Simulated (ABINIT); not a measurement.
# A GW chain in ABINIT: Cl (Cmce)

How does a plane-wave GW calculation on Cl (Cmce) run from the first input to the gap?

Method: PBE and many-body steps on it, plane waves, in ABINIT 10.8.3.

## 1. Set-up

It takes space group Cmce (No. 64, orthorhombic). Conventional cell: a = 6.290 Å, b = 4.500 Å, c = 8.210 Å, α = 90.00°, β = 90.00°, γ = 90.00°. Cl has 1 Cl at 2.02 Å nearest.

The cell and positions come from the Crystallography Open Database and are kept as given unless a step says otherwise.

## 2. Ground state

This step: ABINIT 10.8.3; DFT, PBE, plane waves, norm-conserving pseudopotentials.

The ground-state density comes first.

Contents of run.abi:

```
acell 3*1.0 Angstrom
rprim 
  3.145000000000 -2.250000000000 0.000000000000
  3.145000000000 2.250000000000 0.000000000000
  0.000000000000 0.000000000000 8.210000000000
ntypat 1
znucl 17
natom 4
typat 1 1 1 1
xred 
  0.870000000000 0.130000000000 0.100000000000
  0.630000000000 0.370000000000 0.600000000000
  0.130000000000 0.870000000000 0.900000000000
  0.370000000000 0.630000000000 0.400000000000
pp_dirpath "pseudos"
pseudos "Cl.upf"
ecut 25
ngkpt 6 6 4
nshiftk 1
shiftk 0 0 0
kptopt 1
chksymbreak 0
nband 20
occopt 1
tolvrs 1e-10
nstep 60
prtwf 0
indata_prefix "in"
outdata_prefix "out"
tmpdata_prefix "tmp"
```

The run is started by

```console
$ OMP_NUM_THREADS=1 mpirun -n 4 abinit run.abi > log
```

Numbers of over 12 decimals in the logs are rounded to 6 here.

Log:

```text
.Version 10.8.3 of ABINIT. v10.8.2 released Aug 2026.

 Symmetries : space group Cm c a (# 64); Bravais oC (1-face-center ortho.)
================================================================================
 Values of the parameters that define the memory need of the present run
     intxc =       0    ionmov =       0      iscf =       7    lmnmax =       6
     lnmax =       6     mgfft =      72  mpssoang =       3    mqgrid =    3493
     natom =       4  nloc_mem =       1    nspden =       1   nspinor =       1
    nsppol =       1      nsym =       8    n1xccc =    2501    ntypat =       1
    occopt =       1   xclevel =       2
-    mband =          20        mffmem =           1         mkmem =          10
       mpw =        4710          nfft =       93312          nkpt =          39
================================================================================
  Rough estimation (10% accuracy) of disk space for files :
================================================================================

--------------------------------------------------------------------------------
------------- Echo of variables that govern the present computation ------------
--------------------------------------------------------------------------------
 -outvars: echo values of preprocessed input variables --------
            acell      1.8897261259E+00  1.8897261259E+00  1.8897261259E+00 Bohr

      chksymbreak           0
             ecut      2.50000000E+01 Hartree
-          fftalg         312

              ixc     -101130
              kpt      0.00000000E+00  0.00000000E+00  0.00000000E+00
                       1.66666667E-01  0.00000000E+00  0.00000000E+00
                       3.33333333E-01  0.00000000E+00  0.00000000E+00
                       5.00000000E-01  0.00000000E+00  0.00000000E+00
                       1.66666667E-01  1.66666667E-01  0.00000000E+00
                       3.33333333E-01  1.66666667E-01  0.00000000E+00
                       5.00000000E-01  1.66666667E-01  0.00000000E+00
                      -3.33333333E-01  1.66666667E-01  0.00000000E+00
                      -1.66666667E-01  1.66666667E-01  0.00000000E+00
   [... 28 further rows ...]
                      -3.33333333E-01  3.33333333E-01  5.00000000E-01
                       5.00000000E-01  5.00000000E-01  5.00000000E-01
         kptrlatt        6    0    0      0    6    0      0    0    4
          kptrlen      4.38451851E+01
P           mkmem          10
            natom           4
            nband          20
            ngfft          36      36      72
             nkpt          39
            nstep          60
             nsym           8
           ntypat           1
              occ      2.000000  2.000000  2.000000  2.000000  2.000000  2.000000
                       2.000000  2.000000  2.000000  2.000000  2.000000  2.000000
                       2.000000  2.000000  0.000000  0.000000  0.000000  0.000000
                       0.000000  0.000000
            prtwf           0
            rprim      3.1450000000E+00 -2.2500000000E+00  0.0000000000E+00
[...]
spgroup          64

           tolvrs      1.00000000E-10

             xred      8.7000000000E-01  1.3000000000E-01  1.0000000000E-01
[...]
znucl       17.00000

================================================================================

 chkinp: Checking input parameters for consistency.

================================================================================
== DATASET  1 ==================================================================
-   mpi_nproc: 4, omp_nthreads: 1 (-1 if OMP is not activated)

--- !DatasetInfo
iteration_state: {dtset: 1, }
dimensions: {natom: 4, nkpt: 39, mband: 20, nsppol: 1, nspinor: 1, nspden: 1, mpw: 4710, }
cutoff_energies: {ecut:  25.0, pawecutdg:  -1.0, }
electrons: {nelect:   2.80000000E+01, charge:   0.00000000E+00, occopt:   1.00000000E+00, tsmear:   1.00000000E-02, }

 Real(R)+Recip(G) space primitive vectors, cartesian coordinates (Bohr,Bohr^-1):
 R(1)=  5.9431887 -4.2518838  0.0000000  G(1)=  0.0841299 -0.1175949  0.0000000
 R(2)=  5.9431887  4.2518838  0.0000000  G(2)=  0.0841299  0.1175949  0.0000000
 R(3)=  0.0000000  0.0000000 15.5146515  G(3)=  0.0000000  0.0000000  0.0644552
 Unit cell volume ucvol=  7.8410265E+02 bohr^3
 Angles (23,13,12)=  9.00000000E+01  9.00000000E+01  7.11614758E+01 degrees

 getcut: wavevector=  0.0000  0.0000  0.0000  ngfft=  36  36  72
         ecut(hartree)=     25.000   => boxcut(ratio)=   2.06184

--- Pseudopotential description ------------------------------------------------
- Cl Generated using ONCVPSP code by D. R. Hamann
- 17.00000   7.00000  171031                  znucl, zion, pspdat
12 -101130 2 -1 1028                          pspcod,pspxc,lmax,lloc,mmax
     nproj     2     2     2
  pspatm : epsatm=    9.12776517
         --- l  ekb(1:nproj) -->
[...]
pspatm: atomic psp has been read  and splines computed

   1.02230970E+03                                ecore*ucvol(ha*bohr**3)
--------------------------------------------------------------------------------

_setup2: Arith. and geom. avg. npw (full set) are    4682.410    4682.398

================================================================================

--- !BeginCycle
iteration_state: {dtset: 1, }
solver: {iscf: 7, nstep: 60, nline: 4, wfoptalg: 0, }
tolerances: {tolvrs: 1.00E-10, }

     iter   Etot(hartree)      deltaE(h)  residm     vres2
 ETOT  1  -65.563016520983    -6.556E+01 3.387E-02 2.238E+01
 ETOT  2  -65.589223611204    -2.621E-02 7.050E-03 1.956E+00
 ETOT  3  -65.589587263899    -3.637E-04 4.864E-03 1.545E-01
 ETOT  4  -65.589621889147    -3.463E-05 2.148E-03 4.225E-02
 ETOT  5  -65.589627101151    -5.212E-06 9.614E-04 1.292E-03
 ETOT  6  -65.589627199638    -9.849E-08 2.168E-03 7.950E-05
 ETOT  7  -65.589627205584    -5.946E-09 6.894E-04 1.991E-06
 ETOT  8  -65.589627205738    -1.538E-10 6.133E-04 2.591E-07
 ETOT  9  -65.589627205778    -4.019E-11 3.831E-04 4.428E-09
 ETOT 10  -65.589627205780    -1.918E-12 2.141E-04 2.506E-10
 ETOT 11  -65.589627205780     4.832E-13 1.255E-04 5.578E-12

 At SCF step   11       vres2   =  5.58E-12 < tolvrs=  1.00E-10 =>converged.

 Cartesian components of stress tensor (hartree/bohr^3)
  sigma(1 1)= -3.77370841E-05  sigma(3 2)=  0.00000000E+00
  sigma(2 2)= -9.03805549E-06  sigma(3 1)=  0.00000000E+00
  sigma(3 3)= -2.47279903E-06  sigma(2 1)=  0.00000000E+00

--- !ResultsGS
iteration_state: {dtset: 1, }
comment   : Summary of ground state results
lattice_vectors:
- [  5.9431887,  -4.2518838,   0.0000000, ]
- [  5.9431887,   4.2518838,   0.0000000, ]
- [  0.0000000,   0.0000000,  15.5146515, ]
lattice_lengths: [   7.30753,    7.30753,   15.51465, ]
lattice_angles: [ 90.000,  90.000,  71.161, ] # degrees, (23, 13, 12)
lattice_volume:   7.8410265E+02
convergence: {deltae:  4.832E-13, res2:  5.578E-12, residm:  1.255E-04, diffor: null, }
etotal    :  -6.55896272E+01
entropy   :   0.00000000E+00
fermie    :  -3.02756789E-02
cartesian_stress_tensor: # hartree/bohr^3
- [ -3.77370841E-05,   0.00000000E+00,   0.00000000E+00, ]
- [  0.00000000E+00,  -9.03805549E-06,   0.00000000E+00, ]
- [  0.00000000E+00,   0.00000000E+00,  -2.47279903E-06, ]
pressure_GPa:   4.8297E-01
xred      :
- [  8.7000E-01,   1.3000E-01,   1.0000E-01, Cl]
- [  6.3000E-01,   3.7000E-01,   6.0000E-01, Cl]
- [  1.3000E-01,   8.7000E-01,   9.0000E-01, Cl]
- [  3.7000E-01,   6.3000E-01,   4.0000E-01, Cl]
cartesian_forces: # hartree/bohr
- [  1.80954289E-20,  -1.24535578E-03,   1.35641899E-03, ]
- [  7.26002175E-20,   1.24535578E-03,   1.35641899E-03, ]
- [ -3.70858073E-22,   1.24535578E-03,  -1.35641899E-03, ]
- [ -9.03247883E-20,  -1.24535578E-03,  -1.35641899E-03, ]
force_length_stats: {min:   1.84140802E-03, max:   1.84140802E-03, mean:   1.84140802E-03, }

 Integrated electronic density in atomic spheres:
 ------------------------------------------------
 Atom  Sphere_radius  Integrated_density
[...]
4        2.00000          4.99274342
================================================================================

 ----iterations are completed or convergence reached----

 Mean square residual over all n,k,spin=   23.421E-08; max=  12.545E-05
 reduced coordinates (array xred) for    4 atoms
       0.870000000000      0.130000000000      0.100000000000
       0.630000000000      0.370000000000      0.600000000000
       0.130000000000      0.870000000000      0.900000000000
       0.370000000000      0.630000000000      0.400000000000
 rms dE/dt=  1.2896E-02; max dE/dt=  2.1044E-02; dE/dt below (all hartree)
    1      -0.005295108056      0.005295108056     -0.021044367884
    2       0.005295108056     -0.005295108056     -0.021044367884
    3       0.005295108056     -0.005295108056      0.021044367884
    4      -0.005295108056      0.005295108056      0.021044367884

 cartesian coordinates (angstrom) at end:
    1      3.145000    -1.665000     0.821000
    2      3.145000    -0.585000     4.926000
    3      3.145000     1.665000     7.389000
    4      3.145000     0.585000     3.284000

 cartesian forces (hartree/bohr) at end:
    1      0.000000    -0.00124536     0.00135642
    2      0.000000     0.00124536     0.00135642
    3     -0.000000     0.00124536    -0.00135642
    4     -0.000000    -0.00124536    -0.00135642
 frms,max,avg= 1.0631374E-03 1.3564190E-03   0.000E+00  0.000E+00  0.000E+00 h/b

 cartesian forces (eV/Angstrom) at end:
    1      0.000000    -0.064039     0.069750
    2      0.000000     0.064039     0.069750
    3     -0.000000     0.064039    -0.069750
    4     -0.000000    -0.064039    -0.069750
 frms,max,avg= 5.4668724E-02 6.9749869E-02   0.000E+00  0.000E+00  0.000E+00 e/A
 length scales=  1.889726125908  1.889726125908  1.889726125908 bohr
              =  1.000000000000  1.000000000000  1.000000000000 angstroms
 prteigrs : about to open file out_EIG
 Fermi (or HOMO) energy (hartree) =  -0.03028   Average Vxc (hartree)=  -0.28844
 Eigenvalues (hartree) for nkpt=  39  k points:
 kpt#   1, nband= 20, wtk=  0.00694, kpt=  0.0000  0.0000  0.0000 (reduced coord)
  -0.64091   -0.63353   -0.49406   -0.47435   -0.22600   -0.19657   -0.12661   -0.12203
  -0.10941   -0.10909   -0.05601   -0.04507   -0.03565   -0.03234    0.06046    0.08112
   0.22390    0.24601    0.29106    0.33966
 prteigrs : prtvol=0 or 1, do not print more k-points.

--- !EnergyTerms
iteration_state     : {dtset: 1, }
comment             : Components of total free energy in Hartree
kinetic             :  2.21312281786968E+01
hartree             :  1.26113106288629E+01
xc                  : -1.77898133417971E+01
Ewald energy        : -4.52935173226236E+01
psp_core            :  1.30379574154858E+00
local_psp           : -4.74110710612950E+01
non_local_psp       :  8.85843997082753E+00
total_energy        : -6.55896272057798E+01
total_energy_eV     : -1.78478467962638E+03
band_energy         : -6.75520836384856E+00

 Cartesian components of stress tensor (hartree/bohr^3)
  sigma(1 1)= -3.77370841E-05  sigma(3 2)=  0.00000000E+00
  sigma(2 2)= -9.03805549E-06  sigma(3 1)=  0.00000000E+00
  sigma(3 3)= -2.47279903E-06  sigma(2 1)=  0.00000000E+00

-Cartesian components of stress tensor (GPa)         [Pressure=  4.8297E-01 GPa]
- sigma(1 1)= -1.11026335E+00  sigma(3 2)=  0.00000000E+00
- sigma(2 2)= -2.65908773E-01  sigma(3 1)=  0.00000000E+00
- sigma(3 3)= -7.27522594E-02  sigma(2 1)=  0.00000000E+00

== END DATASET(S) ==============================================================
================================================================================

 -outvars: echo values of variables after computation  --------
           etotal     -6.5589627206E+01
            nband          20
             nkpt          39
          spgroup          64
 [... the other variables as echoed above ...]

 Calculation completed.
```

The job ended after 32 s (4 MPI ranks of Arm Neoverse V1, shared host; peak memory 0.36 GiB).

This step gave:

```yaml
total_energy: -1784.7847 eV
gap: 2.469 eV
k_of_the_valence_top: 0.5, 0.5, 0
k_of_the_conduction_bottom: 0, 0, 0
least_direct_gap: 2.525 eV
pressure: 0.4830 GPa
```

The gap is indirect, with the least direct gap 0.06 eV higher.

The cutoff was set for levels, not for stress, so the pressure can be off by some GPa.

[end of part 1 of 3]

[Paths, hosts, dates, memory and timing lines, banners, echoed tables and standing remarks are left out of the program output.]

[Logs are printed without paths, hosts, clocks, repeated set-up lines and the standing remarks that a program may print on its own settings, such as how far it seeks lower states.]

[Runs of the session that timed out or met a known fault of the program may be left out.]

[Hosts, paths, dates, database ids (printed as entryN), source tags and the programs' standing remarks are cut or masked in the printed files.]

[G0W0 gaps are taken among the corrected bands and points alone; a level outside them can change the order at an edge.]

[Where Ansatz stands beside ABINIT at settings called matched, ABINIT's density can come from a denser mesh and the files from another edition; pairs whose starting gaps differed by over 0.03 eV were left out, so agreement reads better than it is.]
